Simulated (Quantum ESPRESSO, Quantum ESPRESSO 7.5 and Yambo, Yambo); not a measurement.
**SiSnCl2 (chair-type functionalised monolayer): G0W0 with Yambo, start to end**

Aim: the G0W0 gap of SiSnCl2 (chair-type functionalised monolayer) on PBE, step by step.

Calculated with Quantum ESPRESSO 7.5 and Yambo 5.3.0; PBE and many-body steps on it, plane waves.

### Step 1. The starting structure

The cell holds 4 atoms: 1 Si, 1 Sn and 2 Cl. Its edges and angles: a = 4.413 Å, b = 4.413 Å, c = 19.000 Å, α = 90.0°, β = 90.0°, γ = 120.0°. Vacuum lies along c.

As a file:

```cif
data_structure
_symmetry_space_group_name_H-M 'P 1'
_symmetry_Int_Tables_number 1
_cell_length_a 4.4132
_cell_length_b 4.4132
_cell_length_c 19.0000
_cell_angle_alpha 90.000
_cell_angle_beta 90.000
_cell_angle_gamma 120.000
_cell_volume 320.48
loop_
_atom_site_label
_atom_site_type_symbol
_atom_site_fract_x
_atom_site_fract_y
_atom_site_fract_z
_atom_site_occupancy
Si1 Si 0.33333 0.66667 0.52670 1
Sn2 Sn 0.66667 0.33333 0.48789 1
Cl3 Cl 0.33333 0.66667 0.63689 1
Cl4 Cl 0.66667 0.33333 0.36355 1
```

The structure was relaxed with PBE. The runs that relaxed it are not among those shown.

### Step 2. Ground state

This step: Quantum ESPRESSO 7.5; DFT, PBE, plane waves, norm-conserving pseudopotentials.

The ground-state density comes first.

Contents of pw.in:

```
&control
  calculation = 'scf'
  prefix = 'x'
  outdir = 'o'
  pseudo_dir = 'pseudo'
/
&system
  ibrav = 0
  nat = 4
  ntyp = 3
  ecutwfc = 84.0
  nbnd = 26
  force_symmorphic = .true.
/
&electrons
  conv_thr = 1e-10
  electron_maxstep = 80
  mixing_beta = 0.5
/
ATOMIC_SPECIES
  Si 28.085 Si.upf
  Sn 118.71 Sn.upf
  Cl 35.45 Cl.upf
CELL_PARAMETERS angstrom
  4.4132413676 0.0000000001 0.0000000000
  -2.2066206839 3.8219791373 0.0000000000
  0.0000000000 0.0000000000 19.0000000000
ATOMIC_POSITIONS crystal
  Si 0.3333333333 0.6666666667 0.5266985250
  Sn 0.6666666667 0.3333333333 0.4878884819
  Cl 0.3333333333 0.6666666667 0.6368861791
  Cl 0.6666666667 0.3333333333 0.3635478666
K_POINTS automatic
  9 9 1 0 0 0
```

The run is started by

```sh
> OMP_NUM_THREADS=1 mpirun -n 4 pw.x -nk 4 -in pw.in > pw.out
```

The log of the run:

```text
Program PWSCF v.7.5 starts

     This program is part of the open-source Quantum ESPRESSO suite
     for quantum simulation of materials; please cite
         "P. Giannozzi et al., J. Phys.:Condens. Matter 21 395502 (2009);
         "P. Giannozzi et al., J. Phys.:Condens. Matter 29 465901 (2017);
         "P. Giannozzi et al., J. Chem. Phys. 152 154105 (2020);
     in publications or presentations arising from this work. More details at
     Message from routine setup:
     using ibrav=0 with symmetry is DISCOURAGED, use correct ibrav instead

     G-vector sticks info

     bravais-lattice index     =            0
     lattice parameter (alat)  =       8.3398  a.u.
     unit-cell volume          =    2162.6996 (a.u.)^3
     number of atoms/cell      =            4
     number of atomic types    =            3
     number of electrons       =        40.00
     number of Kohn-Sham states=           26
     kinetic-energy cutoff     =      84.0000  Ry
     charge density cutoff     =     336.0000  Ry
     scf convergence threshold =      1.0E-10
     mixing beta               =       0.5000
     number of iterations used =            8  plain     mixing
     Exchange-correlation= PBE
                           (   1   4   3   4   0   0   0)

     celldm(1)=   8.339818  celldm(2)=   0.000000  celldm(3)=   0.000000
     celldm(4)=   0.000000  celldm(5)=   0.000000  celldm(6)=   0.000000

     crystal axes: (cart. coord. in units of alat)
               a(1) = (   1.000000   0.000000   0.000000 )
               a(2) = (  -0.500000   0.866025   0.000000 )
               a(3) = (   0.000000   0.000000   4.305226 )

     reciprocal axes: (cart. coord. in units 2 pi/alat)
               b(1) = (  1.000000  0.577350 -0.000000 )
               b(2) = ( -0.000000  1.154701  0.000000 )
               b(3) = (  0.000000 -0.000000  0.232276 )
     Pseudo is Norm-conserving + core correction, Zval =  4.0
     Generated using ONCVPSP code by D. R. Hamann
     Using radial grid of 1510 points,  6 beta functions with:
     Pseudo is Norm-conserving + core correction, Zval = 22.0
     Generated using ONCVPSP code by D. R. Hamann
     Using radial grid of 1628 points,  6 beta functions with:
     Pseudo is Norm-conserving + core correction, Zval =  7.0
     Generated using ONCVPSP code by D. R. Hamann
     Using radial grid of 1028 points,  6 beta functions with:
     Si                4.00    28.08500     Si( 1.00)
     Sn               22.00   118.71000     Sn( 1.00)
     Cl                7.00    35.45000     Cl( 1.00)

      6 Sym. Ops. (no inversion) found

   Cartesian axes

     site n.     atom                  positions (alat units)
         1        Si     tau(   1) = (  -0.0000000   0.5773503   2.2675560  )
         2        Sn     tau(   2) = (   0.5000000   0.2886751   2.1004700  )
         3        Cl     tau(   3) = (  -0.0000000   0.5773503   2.7419387  )
         4        Cl     tau(   4) = (   0.5000000   0.2886751   1.5651556  )

     number of k points=    12
                       cart. coord. in units 2pi/alat
        k(    1) = (   0.0000000   0.0000000   0.0000000), wk =   0.0246914
        k(    2) = (  -0.0000000   0.1283001   0.0000000), wk =   0.1481481
        k(    3) = (  -0.0000000   0.2566001   0.0000000), wk =   0.1481481
        k(    4) = (  -0.0000000   0.3849002   0.0000000), wk =   0.1481481
        k(    5) = (  -0.0000000   0.5132002   0.0000000), wk =   0.1481481
        k(    6) = (   0.1111111   0.1924501   0.0000000), wk =   0.1481481
        k(    7) = (   0.1111111   0.3207501   0.0000000), wk =   0.2962963
        k(    8) = (   0.1111111   0.4490502   0.0000000), wk =   0.2962963
        k(    9) = (   0.1111111   0.5773503   0.0000000), wk =   0.1481481
        k(   10) = (   0.2222222   0.3849002   0.0000000), wk =   0.1481481
        k(   11) = (   0.2222222   0.5132002   0.0000000), wk =   0.2962963
        k(   12) = (   0.3333333   0.5773503   0.0000000), wk =   0.0493827

     Dense  grid:   224939 G-vectors     FFT dimensions: (  50,  50, 216)

     Initial potential from superposition of free atoms

     starting charge      39.9978, renormalised to      40.0000
     Starting wfcs are   25 randomized atomic wfcs +    1 random wfcs

     per-process dynamical memory:   173.3 Mb

     Self-consistent Calculation

     iteration #  1     ecut=    84.00 Ry     beta= 0.50

     Threshold (ethr) on eigenvalues was too large:
     Diagonalizing with lowered threshold

     total energy              =    -517.33268601 Ry
     estimated scf accuracy    <       0.13237526 Ry

     iteration #  2     ecut=    84.00 Ry     beta= 0.50

     total energy              =    -517.35149560 Ry
     estimated scf accuracy    <       0.04831067 Ry

     iteration #  3     ecut=    84.00 Ry     beta= 0.50

     total energy              =    -517.36070550 Ry
     estimated scf accuracy    <       0.00985819 Ry

     iteration #  4     ecut=    84.00 Ry     beta= 0.50

     total energy              =    -517.36197620 Ry
     estimated scf accuracy    <       0.00275538 Ry

     iteration #  5     ecut=    84.00 Ry     beta= 0.50

     total energy              =    -517.36247070 Ry
     estimated scf accuracy    <       0.00015830 Ry

     iteration #  6     ecut=    84.00 Ry     beta= 0.50

     total energy              =    -517.36249400 Ry
     estimated scf accuracy    <       0.00000981 Ry

     iteration #  7     ecut=    84.00 Ry     beta= 0.50

     total energy              =    -517.36249590 Ry
     estimated scf accuracy    <       0.00000105 Ry

     iteration #  8     ecut=    84.00 Ry     beta= 0.50

     total energy              =    -517.36249614 Ry
     estimated scf accuracy    <       0.00000010 Ry

     iteration #  9     ecut=    84.00 Ry     beta= 0.50

     total energy              =    -517.36249616 Ry
     estimated scf accuracy    <          6.5E-09 Ry

     iteration # 10     ecut=    84.00 Ry     beta= 0.50

     total energy              =    -517.36249617 Ry
     estimated scf accuracy    <          1.2E-09 Ry

     iteration # 11     ecut=    84.00 Ry     beta= 0.50

     total energy              =    -517.36249617 Ry
     estimated scf accuracy    <          5.0E-10 Ry

     iteration # 12     ecut=    84.00 Ry     beta= 0.50

     End of self-consistent calculation

          k = 0.0000 0.0000 0.0000 ( 28089 PWs)   bands (ev):

  -131.5414 -87.3448 -87.2997 -87.2997 -23.6153 -23.5049 -23.5049 -23.4773
   -23.4773 -18.0643 -16.7256 -11.7658  -7.9846  -5.6888  -5.4829  -5.4829
    -4.2562  -4.2562  -2.3697  -2.3697  -1.8385  -0.3799   0.9966   0.9966
     2.7600   3.4463

          k =-0.0000 0.1283 0.0000 ( 28085 PWs)   bands (ev):

  -131.5414 -87.3448 -87.2998 -87.2997 -23.6144 -23.5056 -23.5046 -23.4776
   -23.4763 -18.0559 -16.7169 -11.6717  -8.0127  -5.7491  -5.5881  -5.5168
    -4.3988  -4.2857  -3.2755  -2.5256  -0.9447  -0.2473   1.0056   1.3699
     2.9150   3.5485

          k =-0.0000 0.2566 0.0000 ( 28135 PWs)   bands (ev):

  -131.5414 -87.3448 -87.2998 -87.2998 -23.6122 -23.5077 -23.5041 -23.4782
   -23.4734 -18.0346 -16.6949 -11.3946  -8.1474  -6.0348  -5.8030  -5.6035
    -4.7248  -4.3604  -3.9846  -2.8244  -0.5491  -0.0236   1.7243   2.2684
     3.0314   3.5507

          k =-0.0000 0.3849 0.0000 ( 28123 PWs)   bands (ev):

     [... further k-points ...]

     highest occupied, lowest unoccupied level (ev):    -2.3697   -1.8385

!    total energy              =    -517.36249617 Ry
     estimated scf accuracy    <          7.4E-12 Ry

     The total energy is the sum of the following terms:
     one-electron contribution =   -1404.41131819 Ry
     hartree contribution      =     692.42979039 Ry
     xc contribution           =     -74.94550764 Ry
     ewald contribution        =     269.56453927 Ry

     convergence has been achieved in  12 iterations

     XML data file, charge density, pseudopotentials, collected wavefunctions

=------------------------------------------------------------------------------=
   JOB DONE.
=------------------------------------------------------------------------------=
```

It took 53 s on 4 MPI ranks of Arm Neoverse V2, shared host; peak memory 1.1 GiB.

This step gave:

| Quantity | Value |
| --- | --- |
| total energy | -7039.0754 eV |
| gap | 0.5312 eV |
| k of the valence top | 0, 0, 0 |
| k of the conduction bottom | 0, 0, 0 |
| least direct gap | 0.5312 eV |

The gap is direct, at Γ.

### Step 3. Bands along the symmetry lines

The cheap functional maps the bands first; the places of the edges decide which points the dearer methods must see.

Contents of pw.in:

```
&control
  calculation = 'bands'
  prefix = 'x'
  outdir = 'o'
  pseudo_dir = 'pseudo'
/
&system
  ibrav = 0
  nat = 4
  ntyp = 3
  ecutwfc = 84.0
  nbnd = 26
  force_symmorphic = .true.
/
&electrons
  conv_thr = 1e-9
  electron_maxstep = 80
  diago_full_acc = .true.
  diago_thr_init = 5e-6
/
ATOMIC_SPECIES
  Si 28.085 Si.upf
  Sn 118.71 Sn.upf
  Cl 35.45 Cl.upf
CELL_PARAMETERS angstrom
  4.4132413676 0.0000000001 0.0000000000
  -2.2066206839 3.8219791373 0.0000000000
  0.0000000000 0.0000000000 19.0000000000
ATOMIC_POSITIONS crystal
  Si 0.3333333333 0.6666666667 0.5266985250
  Sn 0.6666666667 0.3333333333 0.4878884819
  Cl 0.3333333333 0.6666666667 0.6368861791
  Cl 0.6666666667 0.3333333333 0.3635478666
K_POINTS crystal
  25
  0.00000000 0.00000000 0.00000000 1
  0.06250000 0.00000000 0.00000000 1
  0.12500000 0.00000000 0.00000000 1
  0.18750000 0.00000000 0.00000000 1
  0.25000000 0.00000000 0.00000000 1
  0.31250000 0.00000000 0.00000000 1
  0.37500000 0.00000000 0.00000000 1
  0.43750000 0.00000000 0.00000000 1
  0.50000000 0.00000000 0.00000000 1
  0.47916667 0.04166667 0.00000000 1
  0.45833333 0.08333333 0.00000000 1
  0.43750000 0.12500000 0.00000000 1
  0.41666666 0.16666666 0.00000000 1
  0.39583333 0.20833333 0.00000000 1
  0.37500000 0.25000000 0.00000000 1
  0.35416666 0.29166666 0.00000000 1
  0.33333333 0.33333333 0.00000000 1
  0.29166666 0.29166666 0.00000000 1
  0.25000000 0.25000000 0.00000000 1
  0.20833333 0.20833333 0.00000000 1
  0.16666666 0.16666666 0.00000000 1
  0.12500000 0.12500000 0.00000000 1
  0.08333333 0.08333333 0.00000000 1
  0.04166667 0.04166667 0.00000000 1
  0.00000000 0.00000000 0.00000000 1
```

The log of the run:

```text
[banner, memory and clock lines left out]
Program PWSCF v.7.5 starts

     Atomic positions and unit cell read from directory:
     o/x.save/

     Message from routine setup:
     using ibrav=0 with symmetry is DISCOURAGED, use correct ibrav instead

     G-vector sticks info

     bravais-lattice index     =            0
     lattice parameter (alat)  =       8.3398  a.u.
     unit-cell volume          =    2162.6996 (a.u.)^3
     number of atoms/cell      =            4
     number of atomic types    =            3
     number of electrons       =        40.00
     number of Kohn-Sham states=           26
     kinetic-energy cutoff     =      84.0000  Ry
     charge density cutoff     =     336.0000  Ry
     Exchange-correlation= PBE
                           (   1   4   3   4   0   0   0)

     celldm(1)=   8.339818  celldm(2)=   0.000000  celldm(3)=   0.000000
     celldm(4)=   0.000000  celldm(5)=   0.000000  celldm(6)=   0.000000

     crystal axes: (cart. coord. in units of alat)
               a(1) = (   1.000000   0.000000   0.000000 )
               a(2) = (  -0.500000   0.866025   0.000000 )
               a(3) = (   0.000000   0.000000   4.305226 )

     reciprocal axes: (cart. coord. in units 2 pi/alat)
               b(1) = (  1.000000  0.577350 -0.000000 )
               b(2) = ( -0.000000  1.154701  0.000000 )
               b(3) = (  0.000000 -0.000000  0.232276 )
     Pseudo is Norm-conserving + core correction, Zval =  4.0
     Generated using ONCVPSP code by D. R. Hamann
     Using radial grid of 1510 points,  6 beta functions with:
     Pseudo is Norm-conserving + core correction, Zval = 22.0
     Generated using ONCVPSP code by D. R. Hamann
     Using radial grid of 1628 points,  6 beta functions with:
     Pseudo is Norm-conserving + core correction, Zval =  7.0
     Generated using ONCVPSP code by D. R. Hamann
     Using radial grid of 1028 points,  6 beta functions with:
     Si                4.00    28.08500     Si( 1.00)
     Sn               22.00   118.71000     Sn( 1.00)
     Cl                7.00    35.45000     Cl( 1.00)

      6 Sym. Ops. (no inversion) found

   Cartesian axes

     site n.     atom                  positions (alat units)
         1        Si     tau(   1) = (  -0.0000000   0.5773503   2.2675560  )
         2        Sn     tau(   2) = (   0.5000000   0.2886751   2.1004700  )
         3        Cl     tau(   3) = (  -0.0000000   0.5773503   2.7419387  )
         4        Cl     tau(   4) = (   0.5000000   0.2886751   1.5651556  )

     number of k points=    25
                       cart. coord. in units 2pi/alat
        k(    1) = (   0.0000000   0.0000000   0.0000000), wk =   0.0800000
        k(    2) = (   0.0625000   0.0360844   0.0000000), wk =   0.0800000
        k(    3) = (   0.1250000   0.0721688   0.0000000), wk =   0.0800000
[...]
[... 13 further rows ...]
        k(   24) = (   0.0416667   0.0721688   0.0000000), wk =   0.0800000
        k(   25) = (   0.0000000   0.0000000   0.0000000), wk =   0.0800000

     Dense  grid:   224939 G-vectors     FFT dimensions: (  50,  50, 216)

     The potential is recalculated from file :
     o/x.save/charge-density

     Starting wfcs are   25 randomized atomic wfcs +    1 random wfcs

     Band Structure Calculation

     End of band structure calculation

          k = 0.0000 0.0000 0.0000 ( 28089 PWs)   bands (ev):

  -131.5414 -87.3448 -87.2997 -87.2997 -23.6153 -23.5049 -23.5049 -23.4773
   -23.4773 -18.0643 -16.7256 -11.7657  -7.9846  -5.6888  -5.4829  -5.4829
    -4.2562  -4.2562  -2.3697  -2.3697  -1.8385  -0.3799   0.9966   0.9966
     2.7600   3.4463

          k = 0.0625 0.0361 0.0000 ( 28075 PWs)   bands (ev):

[...]
2.8135   3.4938

          k = 0.1250 0.0722 0.0000 ( 28091 PWs)   bands (ev):

[...]
2.9492   3.5524

[...]
k = 0.0417 0.0722 0.0000 ( 28071 PWs)   bands (ev):

[...]
2.8304   3.5066

          k = 0.0000 0.0000 0.0000 ( 28089 PWs)   bands (ev):

[...]
-23.4773 -18.0643 -16.7256 -11.7657  -7.9846  -5.6888  -5.4829  -5.4829
    -4.2562  -4.2562  -2.3697  -2.3697  -1.8385  -0.3799   0.9966   0.9966
     2.7600   3.4463

     XML data file, pseudopotentials, collected wavefunctions
```

Wall time 32 s (4 MPI ranks); peak memory 0.81 GiB.

This step gave:

```
gap                        : 0.5312 eV
k of the valence top       : 0, 0, 0
k of the conduction bottom : 0, 0, 0
least direct gap           : 0.5312 eV
```

The gap is 0.531 eV, as in the run before at this level.

Electronic bands along the path, in eV, zero at the top of the highest filled band:

| point | band 17 | band 18 | band 19 | band 20 | band 21 | band 22 | band 23 | band 24 |
| --- | --- | --- | --- | --- | --- | --- | --- | --- |
| Γ | -1.89 | -1.89 | 0.00 | 0.00 | 0.53 | 1.99 | 3.37 | 3.37 |
| halfway | -2.43 | -2.01 | -1.73 | -0.53 | 1.80 | 2.42 | 4.35 | 4.90 |
| M | -2.65 | -2.16 | -2.14 | -0.84 | 1.48 | 3.16 | 3.90 | 6.21 |
| halfway | -2.62 | -2.39 | -2.07 | -1.29 | 2.75 | 3.33 | 3.91 | 5.58 |
| K | -2.65 | -2.52 | -2.04 | -1.54 | 3.51 | 3.75 | 4.67 | 5.19 |
| halfway | -2.44 | -2.18 | -1.79 | -0.88 | 2.52 | 2.79 | 3.61 | 5.00 |
| Γ | -1.89 | -1.89 | 0.00 | 0.00 | 0.53 | 1.99 | 3.37 | 3.37 |

(Continued in part 2 of 3.)

[Paths, hosts, dates, memory and timing lines, banners, echoed tables and standing remarks are left out of the program output.]

[Logs are printed without paths, hosts, clocks, repeated set-up lines and the standing remarks that a program may print on its own settings, such as how far it seeks lower states.]

[Runs of the session that timed out or met a known fault of the program may be left out.]

[Hosts, paths, dates, database ids (printed as entryN), source tags and the programs' standing remarks are cut or masked in the printed files.]
